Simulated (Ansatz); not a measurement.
# 1T-SnO2 monolayer in a perpendicular field, part 2 of 2

What dipole does a perpendicular field induce in the 1T-SnO2 monolayer, and does the gap follow? A positive field points along +c.

Ansatz 0.2.0; plane-wave DFT, PBE-D3(BJ), Ansatz PAW (set soft_1); PAW set soft_1.

So far. Step 2 (Relaxing the slab): The lattice constant a goes from 3.220 to 3.215 Å.

**3. Single point, field 0**

A sawtooth potential applies the field, turning back in the middle of the vacuum. With the dipole correction the typed value is the field outside the slab. The induced dipole is small, so the SCF threshold is tight.

The cell differs from the one that the last finished run ended in (c 34.589 → 20.031 Å).

Input file input.yaml:

```yaml
crystal:
  lattice:
    - [3.2151091159, 0.0, 0.0]
    - [-1.607554558, 2.7843661703, 0.0]
    - [0.0, 0.0, 20.0305727383]
  atoms:
    - { symbol: O, position: [0.6666666667, 0.3333333333, 0.4493131633] }
    - { symbol: Sn, position: [0.0, 0.0, 0.5] }
    - { symbol: O, position: [0.3333333333, 0.6666666667, 0.5506868367] }
kpoints:
  mp_grid: { grid: [18, 18, 1] }
  band_path:
    path: [[0, 0, 0], [0.5, 0, 0], [0.33333333, 0.33333333, 0], [0, 0, 0]]
    npoints: 16
hamiltonian:
  xc: pbe
  dispersion: d3bj
  pseudopotentials: { kind: paw, azcp: { folder: soft_1 } }
scf:
  occupations: { method: fermi_dirac, width: 0.02585 }
  convergence: { dr2_threshold: 1.0e-10 }
efield:
  axis: 3
  dipole_correction: true
  ramp_position: 0.97
  ramp_width: 0.06
  amplitude: 0
output:
  dos: { projected: true, e_range: [-6, 5] }
  write_potential: true
  write_density: true
  volumetric_format: npy
  elf: true
```

The run is started by

```bash
$ ansatz run input.yaml --threads 2 --pin off --max-ram 3072MiB --backend cpu --events-out ev --progress --plain --runs-dir out
```

Numbers of over 12 decimals in the logs are rounded to 6 here.

The program printed:

```text
[...]
Crystal: 3 atoms, lattice volume = 179.315 Å³
Basis set: ecut = 420 eV, 3571 PW (Γ)
Bands: 17, of which v1, the nominal top of the filled ones, is band 13 counted from 1 (12 counted from 0)
Symmetry: 6 space group operations
k-points: 37 of 324 (time reversal used)
[...]
SCF iter   1: F=—  HF=-7161.904218 eV  |F-HF|=—  |Δ(HF+E_count)|=         —  Δρ=7.46e-2  dr2=1.05e1  ethr=3.10e-3  p=0.000 e·Å  D=7.26e-14 V/Å  ΔV_dip=-0.00 eV  dr2_dipole=1.13e-8  V_vac-E_F(+/−)=9.10/9.10 eV  ⟨swp⟩=9.2  Hψ=4373  notcnv=0
efield: sawtooth ramp at fractional position 0.9700 (set: `efield.ramp_position`, or a place that a band, a saddle search or an elastic batch's reference lends), width 0.0600; the density the first Hamiltonian is built on has a dipole p = 0.000 e·Å; the dipole correction subtracts the counter field D = 7.26e-14 V/Å, which shifts the + side's vacuum level by -0.00 eV against the − side's; the planar-averaged density in the ramp window peaks in size at 6.3e-8 e/Å³
[...]
SCF iter   2: F=—  HF=-7159.861895 eV  |F-HF|=—  |Δ(HF+E_count)|=    2.04e0  Δρ=5.37e-2  dr2=3.22e0  ethr=3.10e-3  p=-0.000 e·Å  D=-7.54e-5 V/Å  ΔV_dip=0.00 eV  dr2_dipole=9.73e-8  V_vac-E_F(+/−)=6.54/6.54 eV  ⟨swp⟩=4.2  Hψ=2099  notcnv=0
[...]
SCF iter  11: F=-7158.964661 eV  HF=-7158.964661 eV  |F-HF|=3.09e-11  |Δ(HF+E_count)|=  8.19e-11  Δρ=2.74e-7  dr2=9.06e-11  ethr=1.00e-12  p=-0.000 e·Å  D=-1.17e-6 V/Å  ΔV_dip=0.00 eV  dr2_dipole=5.95e-12  V_vac-E_F(+/−)=6.96/6.96 eV  ⟨swp⟩=5.5  Hψ=2527  notcnv=0
SCF 1 converged in 11 iterations: F = -7158.964661 eV  dr2 = 9.06e-11
[...]
NSCF: frozen V_eff on 49 k-points
efield: sawtooth ramp at fractional position 0.9700 (kept from the solve that this one continues, or follows in the run), width 0.0600; the density the first Hamiltonian is built on has a dipole p = -0.000 e·Å; the dipole correction subtracts the counter field D = -1.17e-6 V/Å, which shifts the + side's vacuum level by +0.00 eV against the − side's; the planar-averaged density in the ramp window peaks in size at 5.6e-7 e/Å³
WARN: The output density's exchange-correlation potential varies sharply where the density is thin. Do not read a vacuum level from v_tot or v_xc, or from such a field of the output density. On a cell that repeats whose density bears no net charge and no dipole along the vacuum's axis use v_es (v_loc + v_h of the components); under efield.dipole_correction with no amplitude use v_es + v_field, which holds any externa [...]
SCF converged after 11 iterations
Free energy (F): -7158.964661 eV
[...]
Internal energy: -7158.964661 eV  (E = F + TS)
E sigma→0 (E₀):  -7158.964661 eV
Fermi energy:    -3.491741 eV
Dipole field:    D = 0.000002 V/Å  (p = 0.000002 e·Å, saw-weighted, corrected)
Work function:   Φ+ = 6.9605 eV   Φ− = 6.9606 eV
Levels:          The Fermi level and band energies are counted from a zero that moves with the ramp; work functions are not
[...]
--- Band table (eV; the first three rows and the last of 37) ---
  k-point 0: bands = [... 9 lower, -6.0244, -5.5742, -5.5742, -5.4426, -2.1997, 0.9293, 3.1745, 3.2787]
  k-point 1: bands = [... 9 lower, -6.1168, -5.7268, -5.5272, -5.3024, -2.0378, 1.0457, 3.2252, 3.3407]
  k-point 2: bands = [... 9 lower, -6.3276, -5.8875, -5.4451, -5.1857, -1.6173, 1.3585, 3.3717, 3.5273]
  k-point 36: bands = [... 9 lower, -8.3762, -7.4204, -5.0280, -5.0280, 1.4391, 5.0413, 5.4457, 5.4457]
```

Run time: 11 s. Hardware: 2 threads of Arm Neoverse V1, shared host; peak memory 0.43 GiB.

Numbers from this step:

```yaml
gap_on_the_k_mesh: 2.684 eV
dipole_along_the_normal: 2.28e-6 e·Å
gap_along_the_path: 2.682 eV
smallest_direct_gap_along_the_path: 3.226 eV
ionisation_energy_upper_face: 8.350 eV
electron_affinity_upper_face: 5.668 eV
gap_the_smaller_of_path_and_mesh: 2.682 eV
```

Running mean over a fixed 2.5 Å (it still follows the layers) of the planar mean; the ramp of the sawtooth is left out. The electron's electrostatic potential energy less the Fermi level by z:

| z (Å) | electron's electrostatic potential energy less the Fermi level (eV) |
| --- | --- |
| 3.0 | 6.96 |
| 3.5 | 6.96 |
| 4.0 | 6.96 |
| 4.5 | 6.96 |
| 5.0 | 6.96 |
| 5.5 | 6.96 |
| 6.0 | 6.95 |
| 6.5 | 6.93 |
| 7.0 | 6.76 |
| 7.5 | 5.68 |
| 8.0 | 3.03 |
| 8.5 | -0.312 |
| 9.0 | -3.21 |
| 9.5 | -6.42 |
| 10.0 | -8.06 |
| 10.5 | -6.58 |
| 11.0 | -3.39 |
| 11.5 | -0.495 |
| 12.0 | 2.83 |
| 12.5 | 5.56 |
| 13.0 | 6.73 |
| 13.5 | 6.92 |
| 14.0 | 6.95 |
| 14.5 | 6.96 |
| 15.0 | 6.96 |
| 15.5 | 6.96 |
| 16.0 | 6.96 |
| 16.5 | 6.96 |
| 17.0 | 6.96 |

The density of states has structure finer than the step of the table below, so its rows give means over 0.2 eV, whole bins alone (the curve runs from -6 to 3.29 eV). Peaks (eV: height): -5.15: 4.85, -4.24: 2.81, -2.64: 12.3, -1.78: 11.7, -1.45: 11.7.

Table of density of states by energy, zero at the Fermi level of the run, which the smearing sets inside the gap; means over each step:

energy (eV), density of states (states/eV a cell) and a bar:
```
     -5.8        0.4 ##
     -5.6        0.4 ##
     -5.4        1.8 #########
     -5.2        3.1 ###############
     -5.0        2.0 ##########
     -4.8        1.5 #######
     -4.6        1.6 ########
     -4.4        1.8 #########
     -4.2        2.3 ###########
     -4.0        1.6 ########
     -3.8        1.6 ########
     -3.6        1.5 #######
     -3.4        1.4 #######
     -3.2        1.4 #######
     -3.0        1.5 #######
     -2.8        2.0 ##########
     -2.6        4.6 #######################
     -2.4        1.3 #######
     -2.2        0.3 ##
     -2.0        3.6 ##################
     -1.8        6.1 ##############################
     -1.6        4.0 ####################
     -1.4        6.0 ##############################
     -1.2        0.0 
     -1.0        0.0 
     -0.8        0.0 
     -0.6        0.0 
     -0.4        0.0 
     -0.2        0.0 
      0.0        0.0 
      0.2        0.0 
      0.4        0.0 
      0.6        0.0 
      0.8        0.0 
      1.0        0.0 
      1.2        0.0 
      1.4        0.1 #
      1.6        0.2 #
      1.8        0.2 #
      2.0        0.2 #
      2.2        0.2 #
      2.4        0.2 #
      2.6        0.3 #
      2.8        0.3 #
      3.0        0.3 ##
```

Projected DOS per atom over height of the atomic layer and energy from the Fermi level. Layers: O Sn O from below.

Values in states/eV, 22 rows by 3 columns, each cell a mean:
```
0.09 0.16 0.09
0.07 0.12 0.07
0.05 0.10 0.05
0.04 0.08 0.04
0.02 0.04 0.02
0.00 0.00 0.00
0.00 0.00 0.00
0.00 0.00 0.00
0.00 0.00 0.00
0.00 0.00 0.00
0.13 0.00 0.13
2.86 0.06 2.86
1.66 0.06 1.66
0.92 0.12 0.92
1.04 0.17 1.04
0.60 0.16 0.60
0.64 0.21 0.64
0.80 0.32 0.80
0.69 0.32 0.69
0.80 0.46 0.80
0.68 0.45 0.68
0.13 0.11 0.13
```
Columns: height of the atomic layer (Å) from 9 to 11.0; rows upwards: energy from the Fermi level (eV) from -5.96 to 3.22.

Electronic bands along the path, in eV, zero at the Fermi level of the run, which the smearing sets inside the gap:

| point | band 10 | band 11 | band 12 | band 13 | band 14 | band 15 | band 16 | band 17 |
| --- | --- | --- | --- | --- | --- | --- | --- | --- |
| Γ | -2.53 | -2.08 | -2.08 | -1.95 | 1.29 | 4.42 | 6.67 | 6.77 |
| halfway | -3.52 | -2.65 | -1.81 | -1.55 | 3.25 | 5.78 | 7.47 | 8.01 |
| M | -4.23 | -2.56 | -1.75 | -1.51 | 4.08 | 6.10 | 9.10 | 10.18 |
| halfway | -4.63 | -3.13 | -1.75 | -1.44 | 4.53 | 7.03 | 9.02 | 10.11 |
| K | -4.88 | -3.93 | -1.54 | -1.54 | 4.93 | 8.53 | 8.94 | 8.94 |
| halfway | -3.81 | -2.55 | -2.05 | -1.48 | 3.66 | 6.41 | 7.39 | 8.44 |
| Γ | -2.53 | -2.08 | -2.08 | -1.95 | 1.29 | 4.42 | 6.67 | 6.77 |

The electronic bands as a text plot (rows in eV, shown from -7.7 to 6.8 only):

```
    6.5 |+++                   +++                 +++       ++++
    5.9 |        ++++++++++++++                       +++
    5.3 |      ++                                        +++
    4.7 |++++++                   +++++++++++++++           +++++
    4.1 |             ++++++++++++               +++
    3.5 |          +++                              +++
    2.9 |       +++                                    +++
    2.3 |    +++                                          ++
    1.6 |  ++                                               ++++
    1.0 |++                                                     +
    0.4 |
   -0.2 |
   -0.8 |
   -1.4 |      *********************************************
   -2.0 |*****************************      *********************
   -2.6 |*************************                 **************
   -3.2 |   *******               ***          ****      ****
   -3.8 |      **********            **********    *******
   -4.4 |          **    ***********         ****** ***
   -5.0 |******      ****          *****************        *****
   -5.6 |      **        **********                      ***
   -6.2 |        ****                               *****
   -6.8 |            ***                         ***
   -7.4 |               *************************
         Γ                   M           K                      Γ
```

Valence density in the ca plane at fractional y = 0.000, with atoms of Sn within 0.2 Å of it. It is the smooth field of the valence electrons, not physical close to the nuclei.

Ten steps, logarithmic in the rise over the least value, from '0' (0 e/Å³) to '9' (11 e/Å³), each cell a mean:
```
00000000000000000000147997310000000000000000
00000000000000000001135664210000000000000000
00000000000000000001223333221000000000000000
00000000000000000001232223321000000000000000
00000000000000000001232223321000000000000000
00000000000000000001223443221000000000000000
00000000000000000000136886310000000000000000
00000000000000000000148997410000000000000000
```
Columns run along c (16.0 Å, from fractional 0.08 to 0.87 of the cell), rows up along a (3.2 Å). Atoms in or near the plane, at fractional coordinates: Sn at (0.50, 0.00).

ELF in the ca plane at fractional y = 0.000, with atoms of Sn within 0.2 Å of it. It is the smooth field of the valence electrons, not physical close to the nuclei.

Ten even steps from '0' (0.00) to '9' (0.58), each cell a mean:
```
00000000000000000001231002310000000000000000
00000000000000000012333223332000000000000000
00000000000000000136764234675210000000000000
00000000000000000258995226998420000000000000
00000000000000000247985225897410000000000000
00000000000000000024543333453100000000000000
00000000000000000001232113321000000000000000
00000000000000000000231001310000000000000000
```
Columns run along c (16.0 Å, from fractional 0.08 to 0.87 of the cell), rows up along a (3.2 Å). Atoms in or near the plane, at fractional coordinates: Sn at (0.50, 0.00).

Electrostatic potential energy in the ca plane at fractional y = 0.000, with atoms of Sn within 0.2 Å of it. With pseudopotentials it is smooth inside the atoms' cores, unlike the true potential.

Ten even steps from '0' (-27 eV) to '9' (3 eV), each cell a mean:
```
99999999999999999998611870278999999999999999
99999999999999999999740001589999999999999999
99999999999999999999876446789999999999999999
99999999999999999999887777889999999999999999
99999999999999999999887667889999999999999999
99999999999999999999863114789999999999999999
99999999999999999998720220479999999999999999
99999999999999999998603991168999999999999999
```
Columns run along c (16.0 Å, from fractional 0.08 to 0.87 of the cell; values clipped at the 3rd and 97th percentile), rows up along a (3.2 Å). Atoms in or near the plane, at fractional coordinates: Sn at (0.50, 0.00).

The gap is 2.68 eV, with the valence edge 8.35 eV and the conduction edge 5.67 eV under the upper vacuum level.

**4. Atoms held, field 0.1 V/Å**

Edit input.yaml of step 3 so:

```diff
@@ -24,7 +24,6 @@
   dipole_correction: true
-  ramp_position: 0.97
-  ramp_width: 0.06
-  amplitude: 0
+  ramp_position: 0.9181
+  ramp_width: 0.1637
+  amplitude: 0.1
 output:
-  dos: { projected: true, e_range: [-6, 5] }
   write_potential: true
@@ -32,2 +31 @@
   volumetric_format: npy
-  elf: true
```

The program printed:

```text
[...]
Crystal: 3 atoms, lattice volume = 179.315 Å³
Basis set: ecut = 420 eV, 3571 PW (Γ)
Bands: 17, of which v1, the nominal top of the filled ones, is band 13 counted from 1 (12 counted from 0)
Symmetry: 6 space group operations
k-points: 37 of 324 (time reversal used)
[...]
--- Band table (eV; the first three rows and the last of 37) ---
  k-point 0: bands = [... 9 lower, -6.0251, -5.5740, -5.5740, -5.4429, -2.2000, 0.9286, 2.9009, 3.4996]
  k-point 1: bands = [... 9 lower, -6.1173, -5.7266, -5.5270, -5.3026, -2.0381, 1.0449, 2.9576, 3.5583]
  k-point 2: bands = [... 9 lower, -6.3280, -5.8873, -5.4451, -5.1859, -1.6177, 1.3575, 3.1255, 3.7313]
  k-point 36: bands = [... 9 lower, -8.3716, -7.4206, -5.0379, -5.0184, 1.4389, 5.0404, 5.4443, 5.4463]
[key lines of the parts left out:]
SCF converged after 12 iterations
Free energy (F): -7158.965403 eV
Fermi energy:    -3.491870 eV
Dipole field:    D = 0.014966 V/Å  (p = 0.014830 e·Å, saw-weighted, corrected)
```

It took 11 s on 2 threads; peak memory 0.4 GiB; 22 s of CPU time.

The dipole is 0.0148 e·Å, and the gap 2.681 eV.

**5. Atoms held, field -0.1 V/Å**

Edit input.yaml of step 4 so:

```diff
@@ -26,3 +26,3 @@
   ramp_width: 0.1637
-  amplitude: 0.1
+  amplitude: -0.1
 output:
```

The program printed:

```text
[...]
Crystal: 3 atoms, lattice volume = 179.315 Å³
Basis set: ecut = 420 eV, 3571 PW (Γ)
Bands: 17, of which v1, the nominal top of the filled ones, is band 13 counted from 1 (12 counted from 0)
Symmetry: 6 space group operations
k-points: 37 of 324 (time reversal used)
[...]
--- Band table (eV; the first three rows and the last of 37) ---
  k-point 0: bands = [... 9 lower, -6.0252, -5.5741, -5.5741, -5.4430, -2.2002, 0.9284, 2.9008, 3.4996]
  k-point 1: bands = [... 9 lower, -6.1175, -5.7267, -5.5272, -5.3028, -2.0383, 1.0448, 2.9576, 3.5583]
  k-point 2: bands = [... 9 lower, -6.3282, -5.8875, -5.4452, -5.1860, -1.6179, 1.3573, 3.1254, 3.7312]
  k-point 36: bands = [... 9 lower, -8.3717, -7.4207, -5.0380, -5.0186, 1.4387, 5.0403, 5.4442, 5.4462]
[key lines of the parts left out:]
SCF converged after 12 iterations
Free energy (F): -7158.965403 eV
Fermi energy:    -3.492041 eV
Dipole field:    D = -0.014965 V/Å  (p = -0.014830 e·Å, saw-weighted, corrected)
```

The job ended after 11 s (2 threads; peak memory 0.4 GiB).

The dipole is -0.0148 e·Å, and the gap 2.681 eV.

**6. Response, atoms held**

This step: plane-wave DFT, PBE-D3(BJ), Ansatz PAW (set soft_1); response to a field along the normal, atoms held; PAW set soft_1 (Ansatz 0.2.0).

The dipoles give the slope, and the difference of two potentials shows where the field is screened.

This step gave:

| Property | Result |
| --- | --- |
| equivalent conductor thickness p/(ε₀AE) | 2.998 Å |
| distance between the outer atoms | 2.031 Å |

Table of dipole of the cell by applied field:

| applied field (V/Å) | dipole of the cell (e·Å) |
| --- | --- |
| -0.1000 | -0.0148 |
| 0.0000 | 2.3e-6 |
| 0.1000 | 0.0148 |

Local field over the applied field, running mean. From the potentials at -0.1 and 0.1 V/Å; running mean over 2.5 Å. Local field over applied field against z:

| z (Å) | local field over applied field |
| --- | --- |
| 4.5 | 1.000 |
| 5.0 | 0.999 |
| 5.5 | 0.998 |
| 6.0 | 0.992 |
| 6.5 | 0.973 |
| 7.0 | 0.919 |
| 7.5 | 0.811 |
| 8.0 | 0.667 |
| 8.5 | 0.502 |
| 9.0 | 0.346 |
| 9.5 | 0.227 |
| 10.0 | 0.188 |
| 10.5 | 0.222 |
| 11.0 | 0.337 |
| 11.5 | 0.492 |
| 12.0 | 0.657 |
| 12.5 | 0.803 |
| 13.0 | 0.914 |
| 13.5 | 0.971 |
| 14.0 | 0.991 |
| 14.5 | 0.997 |
| 15.0 | 0.999 |
| 15.5 | 1.000 |
| 16.0 | 1.000 |

Electrons, planar mean, per unit field. Induced electron density against z:

z (Å), induced electron density (e/Å³ per V/Å) and a bar from the least value:
```
     4.01    0.00000 ###############
     4.30    0.00000 ###############
     4.60    0.00000 ###############
     5.04    0.00000 ###############
     5.34    0.00001 ###############
     5.64    0.00001 ###############
     5.93    0.00003 ###############
     6.23    0.00006 ###############
     6.68    0.00017 ################
     6.97    0.00035 #################
     7.27    0.00068 ##################
     7.57    0.00128 #####################
     7.86    0.00221 #########################
     8.16    0.00327 ##############################
     8.61    0.00252 ###########################
     8.90    0.00122 #####################
     9.20    0.00208 #########################
     9.50    0.00058 ##################
     9.79   -0.00004 ###############
    10.24    0.00004 ###############
    10.53   -0.00058 ############
    10.83   -0.00208 #####
    11.13   -0.00122 #########
    11.42   -0.00252 ###
    11.87   -0.00327 
    12.17   -0.00221 #####
    12.46   -0.00128 #########
    12.76   -0.00068 ############
    13.06   -0.00035 #############
    13.35   -0.00017 ##############
    13.80   -0.00006 ###############
    14.10   -0.00003 ###############
    14.39   -0.00001 ###############
    14.69   -0.00001 ###############
    14.99    0.00000 ###############
    15.43    0.00000 ###############
    15.73    0.00000 ###############
    16.02    0.00000 ###############
```

The smaller of the gaps on the path and on the k-mesh, counted as 0 under 0.03 eV. The gap stays at 2.68 eV for applied field from -0.1 to 0.1 V/Å.

By hand: between -0.1 and 0.1 V/Å the dipole changes by 0.02966 e·Å, a slope of 0.1483 e·Å²/V. A perfect conductor of thickness t has p = ε₀AEt, so t = 180.95 × 0.1483 / 8.952 = 3.00 Å (e/ε₀ = 180.95 V·Å, A in Å²).

The induced dipole is that of a conductor 3.00 Å thick.

**7. What came out**

```yaml
gap_without_field: 2.68 eV
ionisation_energy_upper_face: 8.35 eV
electron_affinity_upper_face: 5.67 eV
equivalent_conductor_thickness_atoms_held: 3.00 Å
```

**Reading.** The induced dipole equals that of a perfect conductor 3.00 Å thick, while the outer atoms lie 2.03 Å apart; an out-of-plane ε follows only once a thickness t is chosen, by 1 − 1/ε = 3.00 Å / t. The gap stays within 0.01 eV of 2.68 eV over the fields run, up to 0.1 V/Å in size. Semilocal functionals give gaps that are too small, and excitons are not included. Spin-orbit coupling is left out, which matters for the bands of elements this heavy.

[Logs are printed without paths, hosts, clocks, repeated set-up lines and the standing remarks that a program may print on its own settings, such as how far it seeks lower states.]

[Hosts, paths, dates, database ids (printed as entryN), source tags and the programs' standing remarks are cut or masked in the printed files.]

[Maps of the electrostatic potential energy from Ansatz leave out the sawtooth potential of an applied field or a dipole correction, so their vacuum need not be flat; planar profiles and work functions include it.]

[The density of states shown here was stored with 400 of the rows of the run's finer table, so its peaks can read low, often by over a quarter, or be missed, and its means over a window can be off by a tenth or more.]
